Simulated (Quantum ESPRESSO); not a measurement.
# Grüneisen parameters and expansion of BAs (F-43m), part 5 of 9

Wanted: mode Grüneisen parameters of BAs and a free-energy fit over volumes.

Measurements to reproduce:
- volume expansion coefficient 11.55 1e-6/K near room temperature (given in “Basic Physical Properties of Cubic Boron Arsenide (three times its linear coefficient)”, 2019, arxiv:1911.11281)
- volume expansion coefficient 10.8 1e-6/K near room temperature (given in “Thermal expansion coefficients of high thermal conducting BAs and BP materials (three times its linear coefficient)”, 2019, arxiv:1906.04101)

Quantum ESPRESSO 7.5; DFT PBE+D3(BJ), scalar-relativistic, plane waves, GBRV ultrasoft pseudopotentials.

So far. Step 4 (Self-consistent run): On a basis chosen for the relaxed cell the pressure is 0.001 GPa, small enough for phonons. Step 6 (Born charges and dielectric tensor): The Born charges sum to zero within 0.0036 e; the rest is removed before use. Acoustic frequencies in this log differ from zero by the error of the sum rule, which ph.x does not impose.

## (7) Forces on a displaced cell

One atom (for the harmonic constants) or a pair of atoms (for the cubic ones) is moved by a few hundredths of an ångström; the forces on all atoms give a column of force constants. The threshold is tight because the forces are small.

System of this step: BAs. The cell holds 54 atoms: 27 B and 27 As. Its edges and angles: a = 10.129 Å, b = 10.129 Å, c = 10.129 Å, α = 60.0°, β = 60.0°, γ = 60.0°. It derives from BAs, repeated 3×3×3.

The input, disp-00002.in:

```
&CONTROL
  calculation = 'scf'
  prefix      = 'x'
  outdir      = './tmp'
  pseudo_dir  = './pseudo'
  tprnfor     = .true.
  disk_io     = 'none'
/
&SYSTEM
  ibrav           = 0
  nat             = 54
  ntyp            = 2
  ecutwfc         = 40.0
  ecutrho         = 240.0
  occupations     = 'fixed'
  nbnd            = 110
  vdw_corr        = 'grimme-d3'
  dftd3_version   = 4
  dftd3_threebody = .false.
/
&ELECTRONS
  conv_thr         = 1.0d-11
  mixing_beta      = 0.7
  electron_maxstep = 100
/
ATOMIC_SPECIES
 B      10.8100  B.upf
 As     74.9216  As.upf
CELL_PARAMETERS angstrom
     0.000000000    7.162637613    7.162637613
     7.162637613    0.000000000    7.162637613
     7.162637613    7.162637613    0.000000000
ATOMIC_POSITIONS crystal
 B      0.000000000   0.000000000   0.000000000
 B      0.333333333   0.000000000   0.000000000
 B      0.666666667   0.000000000   0.000000000
 B      0.000000000   0.333333333   0.000000000
 B      0.333333333   0.333333333   0.000000000
 B      0.666666667   0.333333333   0.000000000
 B      0.000000000   0.666666667   0.000000000
 B      0.333333333   0.666666667   0.000000000
 B      0.666666667   0.666666667   0.000000000
 B      0.000000000   0.000000000   0.333333333
 B      0.333333333   0.000000000   0.333333333
 B      0.666666667   0.000000000   0.333333333
 B      0.000000000   0.333333333   0.333333333
 B      0.333333333   0.333333333   0.333333333
 B      0.666666667   0.333333333   0.333333333
 B      0.000000000   0.666666667   0.333333333
 B      0.333333333   0.666666667   0.333333333
 B      0.666666667   0.666666667   0.333333333
 B      0.000000000   0.000000000   0.666666667
 B      0.333333333   0.000000000   0.666666667
 B      0.666666667   0.000000000   0.666666667
 B      0.000000000   0.333333333   0.666666667
 B      0.333333333   0.333333333   0.666666667
 B      0.666666667   0.333333333   0.666666667
 B      0.000000000   0.666666667   0.666666667
 B      0.333333333   0.666666667   0.666666667
 B      0.666666667   0.666666667   0.666666667
 As     0.085307765   0.083333333   0.083333333
 As     0.416666667   0.083333333   0.083333333
 As     0.750000000   0.083333333   0.083333333
 As     0.083333333   0.416666667   0.083333333
 As     0.416666667   0.416666667   0.083333333
 As     0.750000000   0.416666667   0.083333333
 As     0.083333333   0.750000000   0.083333333
 As     0.416666667   0.750000000   0.083333333
 As     0.750000000   0.750000000   0.083333333
 As     0.083333333   0.083333333   0.416666667
 As     0.416666667   0.083333333   0.416666667
 As     0.750000000   0.083333333   0.416666667
 As     0.083333333   0.416666667   0.416666667
 As     0.416666667   0.416666667   0.416666667
 As     0.750000000   0.416666667   0.416666667
 As     0.083333333   0.750000000   0.416666667
 As     0.416666667   0.750000000   0.416666667
 As     0.750000000   0.750000000   0.416666667
 As     0.083333333   0.083333333   0.750000000
 As     0.416666667   0.083333333   0.750000000
 As     0.750000000   0.083333333   0.750000000
 As     0.083333333   0.416666667   0.750000000
 As     0.416666667   0.416666667   0.750000000
 As     0.750000000   0.416666667   0.750000000
 As     0.083333333   0.750000000   0.750000000
 As     0.416666667   0.750000000   0.750000000
 As     0.750000000   0.750000000   0.750000000
K_POINTS automatic
 3 3 3 0 0 0
```

Started as:

```
OMP_NUM_THREADS=1 mpirun -n 4 pw.x -nk 4 -in disp-00002.in > disp-00002.out
```

Log:

```text
[banner, memory and clock lines left out]
Program PWSCF v.7.5

     Message from routine setup:
     using ibrav=0 with symmetry is DISCOURAGED, use correct ibrav instead

     G-vector sticks info

     bravais-lattice index     =            0
     lattice parameter (alat)  =      19.1420  a.u.
     unit-cell volume          =    4959.5872 (a.u.)^3
     number of atoms/cell      =           54
     number of atomic types    =            2
     number of electrons       =       216.00
     number of Kohn-Sham states=          110
     kinetic-energy cutoff     =      40.0000  Ry
     charge density cutoff     =     240.0000  Ry
     scf convergence threshold =      1.0E-11
     mixing beta               =       0.7000
     number of iterations used =            8  plain     mixing
     Exchange-correlation= SLA  PW   PBE  PBE
                           (   1   4   3   4   0   0   0)

     celldm(1)=  19.141979  celldm(2)=   0.000000  celldm(3)=   0.000000
     celldm(4)=   0.000000  celldm(5)=   0.000000  celldm(6)=   0.000000

     crystal axes: (cart. coord. in units of alat)
               a(1) = (   0.000000   0.707107   0.707107 )
               a(2) = (   0.707107   0.000000   0.707107 )
               a(3) = (   0.707107   0.707107   0.000000 )

     reciprocal axes: (cart. coord. in units 2 pi/alat)
               b(1) = ( -0.707107  0.707107  0.707107 )
               b(2) = (  0.707107 -0.707107  0.707107 )
               b(3) = (  0.707107  0.707107 -0.707107 )

     PseudoPot. # 1 for B  read from file:
     ./pseudo/B.upf
     Pseudo is Ultrasoft + core correction, Zval =  3.0
     Using radial grid of  781 points,  4 beta functions with:
                l(1) =   0
                l(2) =   0
                l(3) =   1
                l(4) =   1
     Q(r) pseudized with  8 coefficients,  rinner =    1.100   1.100   1.100

     PseudoPot. # 2 for As read from file:
     ./pseudo/As.upf
     Pseudo is Ultrasoft + core correction, Zval =  5.0
     Using radial grid of  875 points,  6 beta functions with:
                l(1) =   0
                l(2) =   0
                l(3) =   1
                l(4) =   1
                l(5) =   2
                l(6) =   2
     Q(r) pseudized with  8 coefficients,  rinner =    1.300   1.300   1.300
                                                       1.300   1.300

     atomic species   valence    mass     pseudopotential
     B                 3.00    10.81000     B ( 1.00)
     As                5.00    74.92160     As( 1.00)

      2 Sym. Ops. (no inversion) found

   Cartesian axes

     site n.     atom                  positions (alat units)
         1        B      tau(   1) = (   0.0000000   0.0000000   0.0000000  )
         2        B      tau(   2) = (   0.0000000   0.2357023   0.2357023  )
         3        B      tau(   3) = (   0.0000000   0.4714045   0.4714045  )
         4        B      tau(   4) = (   0.2357023   0.0000000   0.2357023  )
         5        B      tau(   5) = (   0.2357023   0.2357023   0.4714045  )
         6        B      tau(   6) = (   0.2357023   0.4714045   0.7071068  )
         7        B      tau(   7) = (   0.4714045   0.0000000   0.4714045  )
         8        B      tau(   8) = (   0.4714045   0.2357023   0.7071068  )
         9        B      tau(   9) = (   0.4714045   0.4714045   0.9428090  )
        10        B      tau(  10) = (   0.2357023   0.2357023   0.0000000  )
        11        B      tau(  11) = (   0.2357023   0.4714045   0.2357023  )
        12        B      tau(  12) = (   0.2357023   0.7071068   0.4714045  )
        13        B      tau(  13) = (   0.4714045   0.2357023   0.2357023  )
        14        B      tau(  14) = (   0.4714045   0.4714045   0.4714045  )
        15        B      tau(  15) = (   0.4714045   0.7071068   0.7071068  )
        16        B      tau(  16) = (   0.7071068   0.2357023   0.4714045  )
[...]
20        B      tau(  20) = (   0.4714045   0.7071068   0.2357023  )
        21        B      tau(  21) = (   0.4714045   0.9428090   0.4714045  )
        22        B      tau(  22) = (   0.7071068   0.4714045   0.2357023  )
        23        B      tau(  23) = (   0.7071068   0.7071068   0.4714045  )
        24        B      tau(  24) = (   0.7071068   0.9428090   0.7071068  )
        25        B      tau(  25) = (   0.9428090   0.4714045   0.4714045  )
        26        B      tau(  26) = (   0.9428090   0.7071068   0.7071068  )
        27        B      tau(  27) = (   0.9428090   0.9428090   0.9428090  )
        28        As     tau(  28) = (   0.1178511   0.1192473   0.1192473  )
        29        As     tau(  29) = (   0.1178511   0.3535534   0.3535534  )
        30        As     tau(  30) = (   0.1178511   0.5892557   0.5892557  )
        31        As     tau(  31) = (   0.3535534   0.1178511   0.3535534  )
        32        As     tau(  32) = (   0.3535534   0.3535534   0.5892557  )
        33        As     tau(  33) = (   0.3535534   0.5892557   0.8249579  )
        34        As     tau(  34) = (   0.5892557   0.1178511   0.5892557  )
        35        As     tau(  35) = (   0.5892557   0.3535534   0.8249579  )
        36        As     tau(  36) = (   0.5892557   0.5892557   1.0606602  )
        37        As     tau(  37) = (   0.3535534   0.3535534   0.1178511  )
        38        As     tau(  38) = (   0.3535534   0.5892557   0.3535534  )
        39        As     tau(  39) = (   0.3535534   0.8249579   0.5892557  )
        40        As     tau(  40) = (   0.5892557   0.3535534   0.3535534  )
        41        As     tau(  41) = (   0.5892557   0.5892557   0.5892557  )
        42        As     tau(  42) = (   0.5892557   0.8249579   0.8249579  )
        43        As     tau(  43) = (   0.8249579   0.3535534   0.5892557  )
[...]
47        As     tau(  47) = (   0.5892557   0.8249579   0.3535534  )
        48        As     tau(  48) = (   0.5892557   1.0606602   0.5892557  )
        49        As     tau(  49) = (   0.8249579   0.5892557   0.3535534  )
        50        As     tau(  50) = (   0.8249579   0.8249579   0.5892557  )
        51        As     tau(  51) = (   0.8249579   1.0606602   0.8249579  )
        52        As     tau(  52) = (   1.0606602   0.5892557   0.5892557  )
        53        As     tau(  53) = (   1.0606602   0.8249579   0.8249579  )
        54        As     tau(  54) = (   1.0606602   1.0606602   1.0606602  )

     DFT-D3 Dispersion Correction (no 3-body):
       Reference C6 values for interpolation:

         atom   Coordination number   C6
         B          0.000           214.36
         B          0.971           150.74
[...]
Davidson diagonalization with overlap
     ethr =  1.89E-09,  avg # of iterations =  7.0

     total energy              =   -1261.30421082 Ry
     estimated scf accuracy    <       0.00000032 Ry

     iteration # 10     ecut=    40.00 Ry     beta= 0.70
     Davidson diagonalization with overlap
     ethr =  1.48E-10,  avg # of iterations =  6.2

     total energy              =   -1261.30421104 Ry
     estimated scf accuracy    <       0.00000058 Ry

     iteration # 11     ecut=    40.00 Ry     beta= 0.70
     Davidson diagonalization with overlap
     ethr =  1.48E-10,  avg # of iterations =  2.0

     total energy              =   -1261.30421111 Ry
     estimated scf accuracy    <       0.00000010 Ry

     iteration # 12     ecut=    40.00 Ry     beta= 0.70
     Davidson diagonalization with overlap
     ethr =  4.71E-11,  avg # of iterations =  2.0

     total energy              =   -1261.30421106 Ry
     estimated scf accuracy    <       0.00000012 Ry

     iteration # 13     ecut=    40.00 Ry     beta= 0.70
     Davidson diagonalization with overlap
     ethr =  4.71E-11,  avg # of iterations =  4.0

     total energy              =   -1261.30421108 Ry
     estimated scf accuracy    <          5.0E-09 Ry

     iteration # 14     ecut=    40.00 Ry     beta= 0.70
     Davidson diagonalization with overlap
     ethr =  2.31E-12,  avg # of iterations =  5.2

     total energy              =   -1261.30421108 Ry
     estimated scf accuracy    <          1.0E-09 Ry

     iteration # 15     ecut=    40.00 Ry     beta= 0.70
     Davidson diagonalization with overlap
     ethr =  4.81E-13,  avg # of iterations =  3.6

     total energy              =   -1261.30421108 Ry
     estimated scf accuracy    <          3.2E-10 Ry

     iteration # 16     ecut=    40.00 Ry     beta= 0.70
     Davidson diagonalization with overlap
     ethr =  1.48E-13,  avg # of iterations =  3.4

     total energy              =   -1261.30421108 Ry
     estimated scf accuracy    <          8.9E-11 Ry

     iteration # 17     ecut=    40.00 Ry     beta= 0.70
     Davidson diagonalization with overlap
     ethr =  1.00E-13,  avg # of iterations =  2.8

     End of self-consistent calculation

          k = 0.0000 0.0000 0.0000 ( 21187 PWs)   bands (ev):

    -6.7440  -5.0339  -5.0255  -5.0241  -5.0241  -5.0241  -5.0241  -5.0228
    -5.0150  -4.4103  -4.4036  -4.4028  -4.4028  -4.4020  -4.3954  -2.9296
    -2.9246  -2.9238  -2.9225  -2.9224  -2.9217  -2.9217  -2.9210  -2.9210
    -2.9196  -2.9189  -2.9140   0.7838   0.7983   0.7993   0.7993   0.7999
     0.8001   0.8001   0.8002   0.8008   0.8009   0.8019   0.8160   1.9130
     1.9170   1.9202   1.9202   1.9203   1.9203   1.9235   1.9274   2.5751
     2.5771   2.5816   2.5827   2.5831   2.5835   2.5835   2.5839   2.5843
     2.5853   2.5896   2.5918   2.7150   2.7206   2.7220   2.7222   2.7236
     2.7298   5.1995   5.2061   5.2071   5.2086   5.2091   5.2092   5.2092
     5.2093   5.2098   5.2113   5.2122   5.2184   5.6063   5.6098   5.6132
     5.6141   5.6147   5.6151   5.6151   5.6155   5.6161   5.6170   5.6205
     5.6243   7.1332   7.1486   7.1502   7.1506   7.1527   7.1529   7.1531
     7.1531   7.1532   7.1532   7.1534   7.1537   7.1557   7.1560   7.1579
     7.1737   8.6593   8.6645   8.6698   9.9442   9.9458

          k = 0.2357 0.2357-0.2357 ( 21185 PWs)   bands (ev):

    -6.5414  -5.9467  -5.1897  -5.1855  -5.1816  -4.9774  -4.9733  -4.9692
    -4.5156  -4.5122  -4.5089  -4.0619  -3.7320  -3.7292  -3.7266  -3.5635
    -3.5598  -3.5562  -2.9204  -2.9162  -2.9158  -2.9157  -2.9152  -2.9111
[...]
7.6623   7.6693   8.3006   8.3083  10.3267  10.3350

          k = 0.4714 0.0000-0.0000 ( 21155 PWs)   bands (ev):

[...]
7.6967   7.6995   7.6996   7.7021   9.8945  10.5127

          k =-0.0000-0.4714 0.4714 ( 21169 PWs)   bands (ev):

[...]
7.0812   7.3287   7.3289   8.2906  10.2260  11.2061

          k =-0.2357 0.2357 0.2357 ( 21185 PWs)   bands (ev):

[...]
7.6648   7.6689   8.3040   8.3086  10.3314  10.3337

          k = 0.2357 0.2357 0.2357 ( 21185 PWs)   bands (ev):

[...]
7.6626   7.6666   8.3004   8.3047  10.3287  10.3311

          k = 0.0000 0.4714-0.0000 ( 21155 PWs)   bands (ev):

[...]
7.6950   7.6987   7.7000   7.7076   9.8945  10.4870

          k = 0.0000-0.4714-0.4714 ( 21169 PWs)   bands (ev):

[...]
7.0813   7.3247   7.3329   8.2905  10.2262  11.2170

          k =-0.4714 0.0000-0.4714 ( 21169 PWs)   bands (ev):

[...]
7.0791   7.3276   7.3328   8.2872  10.2245  11.2116

          k = 0.4714 0.0000-0.4714 ( 21169 PWs)   bands (ev):

[...]
1.0784   1.0819   1.5278   1.5319   2.1505   2.1513   2.1533   2.1579
     2.6350   3.0433   3.0475   3.5709   3.5725   3.5750   3.5761   3.8914
     3.9325   3.9375   3.9746   3.9774   4.0723   4.0757   4.1096   4.2392
     4.2414   4.4756   4.4785   4.4810   4.4842   4.6138   4.6179   4.6673
     4.6739   4.6756   4.6767   4.7097   4.8696   4.8714   4.8723   4.8738
     5.2296   5.2346   5.4037   5.4065   5.6202   5.6262   5.6931   5.6954
     5.8496   5.8974   5.9038   5.9048   5.9073   6.3760   6.3787   6.3800
     6.3840   6.5839   6.5900   6.7656   6.9995   7.0059   7.0069   7.0127
     7.0838   7.3249   7.3299   8.2939  10.2277  11.2167

     highest occupied, lowest unoccupied level (ev):     8.6698    9.8945

!    total energy              =   -1261.30421108 Ry
     estimated scf accuracy    <          7.0E-13 Ry

     The total energy is the sum of the following terms:
     one-electron contribution =     179.19448955 Ry
     hartree contribution      =      33.75953497 Ry
     xc contribution           =    -934.53121058 Ry
     ewald contribution        =    -538.41611203 Ry
     DFT-D3 Dispersion         =      -1.31091299 Ry

     convergence has been achieved in  17 iterations

     Forces acting on atoms (cartesian axes, Ry/au):

     atom    1 type  1   force =     0.00231629    0.00344082    0.00344082
     atom    2 type  1   force =    -0.00261268    0.00367700    0.00367700
     atom    3 type  1   force =    -0.00000009    0.00004649    0.00004649
     atom    4 type  1   force =    -0.00002161    0.00110610    0.00108723
     atom    5 type  1   force =    -0.00000626   -0.00008496   -0.00004667
     atom    6 type  1   force =     0.00000637   -0.00004630   -0.00008289
     atom    7 type  1   force =     0.00001815    0.00021170    0.00002959
     atom    8 type  1   force =     0.00000134   -0.00007907   -0.00007611
     atom    9 type  1   force =    -0.00001640    0.00002876    0.00021289
     atom   10 type  1   force =    -0.00002161    0.00108723    0.00110610
     atom   11 type  1   force =    -0.00000626   -0.00004667   -0.00008496
     atom   12 type  1   force =     0.00000637   -0.00008289   -0.00004630
     atom   13 type  1   force =    -0.00005758   -0.00000936   -0.00000936
     atom   14 type  1   force =     0.00000014   -0.00002484   -0.00002484
     atom   15 type  1   force =     0.00005750   -0.00000992   -0.00000992
     atom   16 type  1   force =    -0.00007408   -0.00000338    0.00001145
[...]
atom   47 type  2   force =    -0.00028870   -0.00027472    0.00023870
     atom   48 type  2   force =     0.00000015    0.00006884    0.00006863
     atom   49 type  2   force =     0.00000194   -0.00004879   -0.00005229
     atom   50 type  2   force =    -0.00000040    0.00001868    0.00003841
     atom   51 type  2   force =    -0.00000041    0.00003767    0.00001904
     atom   52 type  2   force =     0.00006743    0.00000130    0.00000130
     atom   53 type  2   force =    -0.00000025    0.00001885    0.00001885
     atom   54 type  2   force =    -0.00006696    0.00000178    0.00000178

     Total force =     0.017868     Total SCF correction =     0.000002
     Message from routine punch:
     Nothing written, as per user request (disk_io='none')
```

It took 11 min on 4 MPI ranks of Arm Neoverse V2, shared host.

Numbers from this step:

| Property | Result |
| --- | --- |
| gap on the k-mesh | 1.225 eV |

Force (size) by element, in eV/Å:

```tsv
element	atoms	mean	spread (r.m.s.)	least	largest
B	27	0.016	0.038	0.000	0.150
As	27	0.023	0.075	0.001	0.402
```

The atoms with the largest values:

```tsv
atom	x, y, z (Å)	force (eV/Å)
As28	1.19, 1.21, 1.21	0.008, -0.284, -0.284
B2	0.00, 2.39, 2.39	-0.067, 0.095, 0.095
B1	0.00, 0.00, 0.00	0.060, 0.088, 0.088
B4	2.39, 0.00, 2.39	-0.001, 0.028, 0.028
B10	2.39, 2.39, 0.00	-0.001, 0.028, 0.028
As29	1.19, 3.58, 3.58	-0.006, 0.020, 0.020
As30	1.19, 5.97, 5.97	0.006, 0.019, 0.019
As31	3.58, 1.19, 3.58	0.014, -0.013, 0.012
```

At this level the gap is 1.22 eV on the k-mesh of the self-consistent run, which can miss the band edges.

## (8) A displaced supercell

One atom (for the harmonic constants) or a pair of atoms (for the cubic ones) is moved by a few hundredths of an ångström; the forces on all atoms give a column of force constants. The threshold is tight because the forces are small.

disp-00001.in, as its differences from disp-00002.in of step 7:

```diff
@@ -33,3 +33,3 @@
 ATOMIC_POSITIONS crystal
- B      0.000000000   0.000000000   0.000000000
+ B      0.001974431   0.000000000   0.000000000
  B      0.333333333   0.000000000   0.000000000
@@ -60,3 +60,3 @@
  B      0.666666667   0.666666667   0.666666667
- As     0.085307765   0.083333333   0.083333333
+ As     0.083333333   0.083333333   0.083333333
  As     0.416666667   0.083333333   0.083333333
```

Started as:

```
OMP_NUM_THREADS=1 mpirun -n 4 pw.x -nk 4 -in disp-00001.in > disp-00001.out
```

Log:

```text
[banner, memory and clock lines left out]
Program PWSCF v.7.5

     Message from routine setup:
     using ibrav=0 with symmetry is DISCOURAGED, use correct ibrav instead

     G-vector sticks info

     bravais-lattice index     =            0
     lattice parameter (alat)  =      19.1420  a.u.
     unit-cell volume          =    4959.5872 (a.u.)^3
     number of atoms/cell      =           54
     number of atomic types    =            2
     number of electrons       =       216.00
[...]
atom    1 type  1   force =    -0.00035031   -0.00936931   -0.00936931
     atom    2 type  1   force =     0.00022045    0.00030221    0.00030221
     atom    3 type  1   force =    -0.00021652    0.00028742    0.00028742
[...]
atom   53 type  2   force =     0.00007992   -0.00000933   -0.00000933
     atom   54 type  2   force =    -0.00000001   -0.00002457   -0.00002457

     Total force =     0.015676     Total SCF correction =     0.000001
     Message from routine punch:
     Nothing written, as per user request (disk_io='none')
[key lines of the parts left out:]
!    total energy              =   -1261.30425624 Ry
convergence has been achieved in  18 iterations
```

Elapsed: 12 min, on 4 MPI ranks; 48 min of CPU time.

[end of part 5 of 9]

[Logs are printed without paths, hosts, clocks, repeated set-up lines and the standing remarks that a program may print on its own settings, such as how far it seeks lower states.]

[Hosts, paths, dates, database ids (printed as entryN), source tags and the programs' standing remarks are cut or masked in the printed files.]

[A step with changed settings may run another functional than the one named; its input shows which.]

[Of the runs on displaced cells, only some may be shown.]
